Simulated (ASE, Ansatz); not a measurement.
# Settings and their price: AlAs/InAs superlattice along [001] (512 atoms)

The cell holds 512 atoms: 160 Al, 256 As and 96 In. Its edges and angles: a = 17.135 Å, b = 17.135 Å, c = 45.181 Å, α = 90.0°, β = 90.0°, γ = 90.0°. It derives from AlAs and InAs. Zinc-blende lattice with in-plane constant 6.058 Å; 5 periods of AlAs and 3 of InAs along [001], 4 x 4 in-plane cells; the two parts stretched along z by 0.8916 and 1.0; not relaxed, displaced by a Gaussian of 0.02 Å. Regions: AlAs, 320 atoms (160 Al and 160 As); InAs, 192 atoms (96 In and 96 As).

Geometry: as built.

Reference run: Kohn-Sham DFT, PBE, PAW (set soft_2), plane waves (Ansatz 0.2.0), cutoff 420 eV, Γ point, fermi-dirac smearing of 0.05 eV.

```
r.m.s. force component                           : 0.3161 eV/Å
pressure                                         : -0.4372 GPa
spacing of highest filled and lowest empty level : 0.3318 eV
SCF cycles                                       : 12
time                                             : 28 s on 1 × NVIDIA GB200 with 32 threads of Arm Neoverse V2, shared host
```

**Question.** The same geometry is run again with each of these changes. How far do the results move, and how long does each run take?
- support functions low
- support functions medium
- support functions high
- support functions medium, spacing 0.411 Å (grid laid 0.377 Å)
- support functions medium, spacing 0.343 Å (grid laid 0.317 Å)
- support functions medium, spacing 0.297 Å (grid laid 0.286 Å)
- support functions medium, spacing 0.263 Å (grid laid 0.251 Å)

Each row is set against the plane-wave reference (Kohn-Sham DFT, PBE, PAW (set soft_2), plane waves; r.m.s. force component 0.316 eV/Å). Energies are set beside the reference only for runs with its functional, potentials and electron count. Times are for 1 × NVIDIA GB200 with 32 threads of Arm Neoverse V2, shared host. The reference's time includes the DOS, the stress and grids, which some other runs skip.

```tsv
run	Δ force, r.m.s. (meV/Å)	share of r.m.s. force (%)	Δ energy (meV/atom)	Δ gap (eV)	cycles	time	host memory (GiB)	planned on the GPU (GiB)
reference	-	-	-	-	12	28 s	9.7	86
support functions low	0.222	0.0704	-0.911	-1.0e-4	13	15 s	2.9	18
support functions medium	0.213	0.0673	-0.911	-1.0e-4	16	16 s	3.0	18
support functions high	0.088	0.0277	-0.903	0	19	28 s	3.2	29
support functions medium, spacing 0.411 Å (grid laid 0.377 Å)	104	32.9	534	-0.044	16	14 s	2.8	12
support functions medium, spacing 0.343 Å (grid laid 0.317 Å)	6.30	1.99	-0.504	-0.001	15	13 s	2.8	12
support functions medium, spacing 0.297 Å (grid laid 0.286 Å)	3.52	1.11	-3.93	0	16	14 s	2.9	12
support functions medium, spacing 0.263 Å (grid laid 0.251 Å)	0.668	0.211	-1.40	-1.0e-4	16	14 s	2.9	14
```

Among numerical settings the force difference runs from 0.088 meV/Å (support functions high) to 104 meV/Å (support functions medium, spacing 0.411 Å (grid laid 0.377 Å)). Differences between support functions and plane waves include what basis error the plane-wave run still has. As the typed spacing goes from 0.263 to 0.411 Å, the force difference goes from 0.67 to 104 meV/Å, while the time lies between 13 s and 14 s. 

[Logs are printed without paths, hosts, clocks, repeated set-up lines and the standing remarks that a program may print on its own settings, such as how far it seeks lower states.]

[Hosts, paths, dates, database ids (printed as entryN), source tags and the programs' standing remarks are cut or masked in the printed files.]
